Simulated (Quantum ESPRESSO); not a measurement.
# Collinear magnetic orders of two Fe on Si sites of Si, 4.5 Å apart with Quantum ESPRESSO, part 2 of 2

Wanted: the moments of two Fe on Si sites of Si, 4.5 Å apart and the energy of each order that was tried.

Quantum ESPRESSO 7.5; PBE with U = 4.5 eV on Fe d (ortho-atomic projectors); plane waves with GBRV 1.5 PBE potentials, no spin-orbit coupling.

So far, absolute magnetization (μB): step 2 (start 1: ferro ++) 7.47.

### 3. Run 2, typed as antiferro +−

Contents of pw.in:

```
&CONTROL
  calculation = 'scf'
  prefix = 'pwscf'
  outdir = './tmp'
  pseudo_dir = './pseudo'
  disk_io = 'nowf'
/
&SYSTEM
  ibrav = 0
  celldm(1) = 8
  nat = 16
  ntyp = 3
  ecutwfc = 40
  ecutrho = 280
  nbnd = 61
  occupations = 'smearing'
  smearing = 'fd'
  degauss = 0.00367493
  nspin = 2
  starting_magnetization(1) = 0.2188
  starting_magnetization(2) = 0
  starting_magnetization(3) = -0.2188
/
&ELECTRONS
  conv_thr = 3.2d-08
  electron_maxstep = 150
  mixing_beta = 0.3
/
ATOMIC_SPECIES
Fe1    55.8450 fe_pbe_v1.5.uspp.F.UPF
Si     28.0850 si_pbe_v1.uspp.F.UPF
Fe2    55.8450 fe_pbe_v1.5.uspp.F.UPF
CELL_PARAMETERS alat
   0.0000000000000    1.2828878228553    1.2828878228553
   1.2828878228553    0.0000000000000    1.2828878228553
   1.2828878228553    1.2828878228553    0.0000000000000
ATOMIC_POSITIONS crystal
Fe1     0.0000000000    0.0000000000    0.0000000000
Si      0.1250000000    0.1250000000    0.1250000000
Si      0.0000000000    0.0000000000    0.5000000000
Si      0.1250000000    0.1250000000    0.6250000000
Si      0.0000000000    0.5000000000    0.0000000000
Si      0.1250000000    0.6250000000    0.1250000000
Si      0.0000000000    0.5000000000    0.5000000000
Fe2     0.1250000000    0.6250000000    0.6250000000
Si      0.5000000000    0.0000000000    0.0000000000
Si      0.6250000000    0.1250000000    0.1250000000
Si      0.5000000000    0.0000000000    0.5000000000
Si      0.6250000000    0.1250000000    0.6250000000
Si      0.5000000000    0.5000000000    0.0000000000
Si      0.6250000000    0.6250000000    0.1250000000
Si      0.5000000000    0.5000000000    0.5000000000
Si      0.6250000000    0.6250000000    0.6250000000
K_POINTS automatic
4 4 4 0 0 0
HUBBARD {ortho-atomic}
U Fe1-3d 4.5000
U Fe2-3d 4.5000
```

The run is started by

```console
$ OMP_NUM_THREADS=1 mpirun -n 4 pw.x -nk 4 -in pw.in > pw.out
```

What it wrote:

```text
[banner, memory and clock lines left out]
Program PWSCF v.7.5 starts

     Message from routine setup:
     using ibrav=0 with symmetry is DISCOURAGED, use correct ibrav instead

     bravais-lattice index     =            0
     lattice parameter (alat)  =       8.0000  a.u.
     unit-cell volume          =    2162.0514 (a.u.)^3
     number of atoms/cell      =           16
     number of atomic types    =            3
     number of electrons       =        88.00
     number of Kohn-Sham states=           61
     kinetic-energy cutoff     =      40.0000  Ry
     charge density cutoff     =     280.0000  Ry
     scf convergence threshold =      3.2E-08
     mixing beta               =       0.3000
     number of iterations used =            8  plain     mixing
     Exchange-correlation=  SLA  PW   PBX  PBC
                           (   1   4   3   4   0   0   0)
     Hubbard projectors: ortho-atomic
     Hubbard parameters of DFT+U (Dudarev formulation) in eV:
     U(Fe1-3d) =  4.5000
     U(Fe2-3d) =  4.5000

     Internal variables: lda_plus_u =T, lda_plus_u_kind = 0

     Internal variables: orbital_resolved =F, hub_pot_fix =F, apply_U = F

     celldm(1)=   8.000000  celldm(2)=   0.000000  celldm(3)=   0.000000
     celldm(4)=   0.000000  celldm(5)=   0.000000  celldm(6)=   0.000000

     crystal axes: (cart. coord. in units of alat)
               a(1) = (   0.000000   1.282888   1.282888 )
               a(2) = (   1.282888   0.000000   1.282888 )
               a(3) = (   1.282888   1.282888   0.000000 )

     reciprocal axes: (cart. coord. in units 2 pi/alat)
               b(1) = ( -0.389746  0.389746  0.389746 )
               b(2) = (  0.389746 -0.389746  0.389746 )
               b(3) = (  0.389746  0.389746 -0.389746 )

     PseudoPot. # 1 for Fe read from file:
     fe_pbe_v1.5.uspp.F.UPF
     Pseudo is Ultrasoft + core correction, Zval = 16.0

     PseudoPot. # 2 for Si read from file:
     si_pbe_v1.uspp.F.UPF
     Pseudo is Ultrasoft + core correction, Zval =  4.0

     PseudoPot. # 3 for Fe read from file:
     fe_pbe_v1.5.uspp.F.UPF
     Pseudo is Ultrasoft + core correction, Zval = 16.0

     atomic species   valence    mass     pseudopotential
     Fe1              16.00    55.84500     Fe( 1.00)
     Si                4.00    28.08500     Si( 1.00)
     Fe2              16.00    55.84500     Fe( 1.00)

     Starting magnetic structure
     atomic species   magnetization
     Fe1             0.219
     Si              0.000
     Fe2            -0.219

      6 Sym. Ops. (no inversion) found

   Cartesian axes

     site n.     atom                  positions (alat units)
         1        Fe1    tau(   1) = (   0.0000000   0.0000000   0.0000000  )
         2        Si     tau(   2) = (   0.3207220   0.3207220   0.3207220  )
         3        Si     tau(   3) = (   0.6414439   0.6414439   0.0000000  )
         4        Si     tau(   4) = (   0.9621659   0.9621659   0.3207220  )
         5        Si     tau(   5) = (   0.6414439   0.0000000   0.6414439  )
         6        Si     tau(   6) = (   0.9621659   0.3207220   0.9621659  )
         7        Si     tau(   7) = (   1.2828878   0.6414439   0.6414439  )
         8        Fe2    tau(   8) = (   1.6036098   0.9621659   0.9621659  )
         9        Si     tau(   9) = (   0.0000000   0.6414439   0.6414439  )
        10        Si     tau(  10) = (   0.3207220   0.9621659   0.9621659  )
        11        Si     tau(  11) = (   0.6414439   1.2828878   0.6414439  )
        12        Si     tau(  12) = (   0.9621659   1.6036098   0.9621659  )
        13        Si     tau(  13) = (   0.6414439   0.6414439   1.2828878  )
        14        Si     tau(  14) = (   0.9621659   0.9621659   1.6036098  )
        15        Si     tau(  15) = (   1.2828878   1.2828878   1.2828878  )
        16        Si     tau(  16) = (   1.6036098   1.6036098   1.6036098  )

     number of k points=    13  Fermi-Dirac smearing, width (Ry)=  0.0037
                       cart. coord. in units 2pi/alat
        k(    1) = (   0.0000000   0.0000000   0.0000000), wk =   0.0156250
        k(    2) = (   0.0974364   0.0974364  -0.0974364), wk =   0.0937500
        k(    3) = (  -0.1948728  -0.1948728   0.1948728), wk =   0.0468750
        k(    4) = (   0.1948728   0.0000000   0.0000000), wk =   0.0937500
        k(    5) = (  -0.0974364  -0.2923093   0.2923093), wk =   0.1875000
        [... 8 further k-points ...]

     Dense  grid:   171471 G-vectors     FFT dimensions: (  80,  80,  80)

     Smooth grid:    74129 G-vectors     FFT dimensions: (  60,  60,  60)

     Check: negative core charge=   -0.000008
     Generating pointlists ...
     new r_m :   0.2291 (alat units)  1.8332 (a.u.) for type    1
     new r_m :   0.2291 (alat units)  1.8332 (a.u.) for type    2
     new r_m :   0.2291 (alat units)  1.8332 (a.u.) for type    3

     Initial potential from superposition of free atoms

     starting charge      85.9906, renormalised to      88.0000

     STARTING HUBBARD OCCUPATIONS:

     =================== HUBBARD OCCUPATIONS ===================
     ------------------------ ATOM    1 ------------------------
     Tr[ns(  1)] (up, down, total) =   5.00000  0.00000  5.00000
     Atomic magnetic moment for atom   1 =   5.00000
     [... lines left out ...]
     ------------------------ ATOM    8 ------------------------
     Tr[ns(  8)] (up, down, total) =   0.00000  5.00000  5.00000
     Atomic magnetic moment for atom   8 =  -5.00000
     [... lines left out ...]
     Number of occupied Hubbard levels =   10.0000

     Atomic wfc used for Hubbard projectors are orthogonalized

     Starting wfcs are   82 randomized atomic wfcs

     Self-consistent Calculation

     iteration #  1     ecut=    40.00 Ry     beta= 0.30
     Davidson diagonalization with overlap
     ethr =  1.00E-02,  avg # of iterations =  3.8

     =================== HUBBARD OCCUPATIONS ===================
     ------------------------ ATOM    1 ------------------------
     Tr[ns(  1)] (up, down, total) =   4.88700  2.58890  7.47590
     Atomic magnetic moment for atom   1 =   2.29810
     [... lines left out ...]
     ------------------------ ATOM    8 ------------------------
     Tr[ns(  8)] (up, down, total) =   2.58892  4.88703  7.47595
     Atomic magnetic moment for atom   8 =  -2.29812
     [... lines left out ...]
     Number of occupied Hubbard levels =   14.9518

     total energy              =    -632.93490935 Ry
     estimated scf accuracy    <       4.19876951 Ry

     total magnetization       =     0.00 Bohr mag/cell
     absolute magnetization    =     5.43 Bohr mag/cell

     iteration #  2     ecut=    40.00 Ry     beta= 0.30
     Davidson diagonalization with overlap
     ethr =  4.77E-03,  avg # of iterations =  2.1

     total energy              =    -633.41981561 Ry
     estimated scf accuracy    <       9.25510896 Ry

     total magnetization       =     0.00 Bohr mag/cell
     absolute magnetization    =     8.14 Bohr mag/cell

     [... further iterations left out ...]

     iteration # 23     ecut=    40.00 Ry     beta= 0.30
     Davidson diagonalization with overlap
     ethr =  6.21E-10,  avg # of iterations =  3.5

     total energy              =    -634.32320350 Ry
     estimated scf accuracy    <       0.00000033 Ry

     total magnetization       =    -0.00 Bohr mag/cell
     absolute magnetization    =     7.41 Bohr mag/cell

     iteration # 24     ecut=    40.00 Ry     beta= 0.30
     Davidson diagonalization with overlap
     ethr =  3.73E-10,  avg # of iterations =  3.2

     Magnetic moment per site  (integrated on atomic sphere of radius R)
     atom   1 (R=0.229)  charge= 14.0712  magn=  3.0350
     atom   2 (R=0.229)  charge=  1.8178  magn= -0.0279
     atom   3 (R=0.229)  charge=  1.8178  magn=  0.0279
     atom   4 (R=0.229)  charge=  1.8178  magn= -0.0279
     atom   5 (R=0.229)  charge=  1.8178  magn=  0.0279
     atom   6 (R=0.229)  charge=  1.8178  magn= -0.0279
     atom   7 (R=0.229)  charge=  1.8178  magn=  0.0279
     atom   8 (R=0.229)  charge= 14.0713  magn= -3.0350
     atom   9 (R=0.229)  charge=  1.8174  magn=  0.0111
     atom  10 (R=0.229)  charge=  1.8231  magn= -0.0152
     atom  11 (R=0.229)  charge=  1.8174  magn=  0.0111
     atom  12 (R=0.229)  charge=  1.8174  magn= -0.0111
     atom  13 (R=0.229)  charge=  1.8174  magn=  0.0111
     atom  14 (R=0.229)  charge=  1.8174  magn= -0.0111
     atom  15 (R=0.229)  charge=  1.8231  magn=  0.0153
     atom  16 (R=0.229)  charge=  1.8174  magn= -0.0111

     End of self-consistent calculation

     =================== HUBBARD OCCUPATIONS ===================
     ------------------------ ATOM    1 ------------------------
     Tr[ns(  1)] (up, down, total) =   4.77168  1.56272  6.33440
     Atomic magnetic moment for atom   1 =   3.20896
     [... lines left out ...]
     ------------------------ ATOM    8 ------------------------
     Tr[ns(  8)] (up, down, total) =   1.56275  4.77171  6.33446
     Atomic magnetic moment for atom   8 =  -3.20896
     [... lines left out ...]
     Number of occupied Hubbard levels =   12.6689

     [... lines left out ...]
     the Fermi energy is     6.6435 ev

!    total energy              =    -634.32320392 Ry
     estimated scf accuracy    <       0.00000002 Ry
     smearing contrib. (-TS)   =      -0.00247753 Ry
     internal energy E=F+TS    =    -634.32072639 Ry

     The total energy is F=E-TS. E is the sum of the following terms:
     one-electron contribution =    -472.20757166 Ry
     hartree contribution      =     267.32904456 Ry
     xc contribution           =    -118.60253394 Ry
     ewald contribution        =    -311.17134396 Ry
     Hubbard energy            =       0.33167861 Ry

     total magnetization       =     0.00 Bohr mag/cell
     absolute magnetization    =     7.41 Bohr mag/cell

     convergence has been achieved in  24 iterations
```

Wall time 2 min (4 MPI ranks of AMD EPYC 9B45 (Zen 5), shared host); peak memory 1.6 GiB.

Spin moment in the atom's sphere by atom:

```csv
atom,spin moment in the atom's sphere (μB)
Fe1,3.04
Si2,-0.03
Si3,0.03
Si4,-0.03
Si5,0.03
Si6,-0.03
Si7,0.03
Fe8,-3.04
Si9,0.01
Si10,-0.02
Si11,0.01
Si12,-0.01
Si13,0.01
Si14,-0.01
Si15,0.02
Si16,-0.01
```

Read from the output:

| Property | Result |
| --- | --- |
| smearing term TS | 0.03371 eV |
| magnetization | 0 μB |
| absolute magnetization | 7.408 μB |
| final state | antiferromagnetic |

Spin density in the ac plane at fractional y = 0.000, with atoms of Fe and Si within 0.2 Å of it.

Ten even steps from '0' (0.0 e/Å³) to '9' (5.7 e/Å³), each cell a mean:
```
840000000000000000002
110000000000000000000
000000000000000000000
000000000000000000000
000000000000000000000
000000000000000000000
000000000000000000000
000000000000000000000
000000000000000000000
000000000000000000000
000000000000000000000
000000000000000000000
000000000000000000000
000000000000000000000
000000000000000000000
000000000000000000000
000000000000000000000
000000000000000000000
000000000000000000000
200000000000000000014
920000000000000000018
```
Columns run along a (7.7 Å), rows up along c (7.7 Å). Atoms in or near the plane, at fractional coordinates: Fe at (0.00, 0.00), Si at (0.00, 0.50), Si at (0.50, 0.00), Si at (0.50, 0.50).

Valence density in the ac plane at fractional y = 0.000, with atoms of Fe and Si within 0.2 Å of it. It is the smooth field of the valence electrons, not physical close to the nuclei.

Values in e/Å³, 11 rows by 16 columns, each cell a mean:
```
13  6  0  0  0  0  0  0  0  0  0  0  0  0  0  5
 1  1  0  0  0  0  0  0  0  0  0  0  0  0  0  0
 0  0  0  0  0  0  0  0  0  0  0  0  0  0  0  0
 0  0  0  0  0  0  0  0  0  0  0  0  0  0  0  0
 0  0  0  0  0  0  0  0  0  0  0  0  0  0  0  0
 1  0  0  0  0  0  0  0  1  0  0  0  0  0  0  0
 0  0  0  0  0  0  0  0  0  0  0  0  0  0  0  0
 0  0  0  0  0  0  0  0  0  0  0  0  0  0  0  0
 0  0  0  0  0  0  0  0  0  0  0  0  0  0  0  0
 1  0  0  0  0  0  0  0  0  0  0  0  0  0  1  2
14  3  0  0  0  0  0  0  1  0  0  0  0  0  2 16
```
Columns run along a (7.7 Å), rows up along c (7.7 Å). Atoms in or near the plane, at fractional coordinates: Fe at (0.00, 0.00), Si at (0.00, 0.50), Si at (0.50, 0.00), Si at (0.50, 0.50).

### 4. Energies of the orders

An order is kept where moments of 0.15 μB or more survive with the typed signs; meshes match where a doubled cell samples the same k points as the first cell.

Orders:

```csv
start,final state,typed order kept,energy over the lowest (meV a seeded atom),largest site moment (μB),net moment (μB a cell of the first run),mesh matched,CPU time (s)
ferro ++,ferromagnetic,yes,9.055,3.047,6.924,yes,769.6
antiferro +-,antiferromagnetic,yes,0,3.035,0,yes,476.1
```

### 5. Occupations of the corrected shells in the lowest state

Occupations of the Hubbard shells:

```csv
block,type,shell,spin,electrons,occupation numbers
1,Fe1,3d,up,4.772,0.942 0.943 0.943 0.972 0.972
1,Fe1,3d,down,1.563,0.019 0.019 0.500 0.500 0.525
8,Fe2,3d,up,1.563,0.019 0.019 0.500 0.500 0.525
8,Fe2,3d,down,4.772,0.942 0.943 0.943 0.972 0.972
```

### 6. Outcome

| Item | Value |
| --- | --- |
| lowest state found | antiferromagnetic (from antiferro +-) |
| largest site moment | 3.04 μB |
| next state with moments | ferromagnetic, 9.05 meV a seeded atom higher |

**Reading.** The smearing terms TS of the orders run from 17 to 28 meV a seeded atom, so the differences would change at a smaller width: an order with a larger TS is lowered more by the smearing. This is the lowest of 2 collinear or spinless starts, no proof of the ground state. Degenerate orbitals of a corrected shell are partly filled. Whether a state of lower symmetry lies under this one was not tested; under a U it often does. The cell was built by rule and the atoms were not relaxed, which can move these energies.

[Logs and program files are shortened in this print: banners, set-up blocks, solver, clock and traceback lines can be left out without a mark of their own.]

[Logs are printed without paths, hosts, clocks, repeated set-up lines and the standing remarks that a program may print on its own settings, such as how far it seeks lower states.]

[Hosts, paths, dates, database ids (printed as entryN), source tags and the programs' standing remarks are cut or masked in the printed files.]

[Where a cell is said to come from a database of computed structures, the database is the Materials Project.]
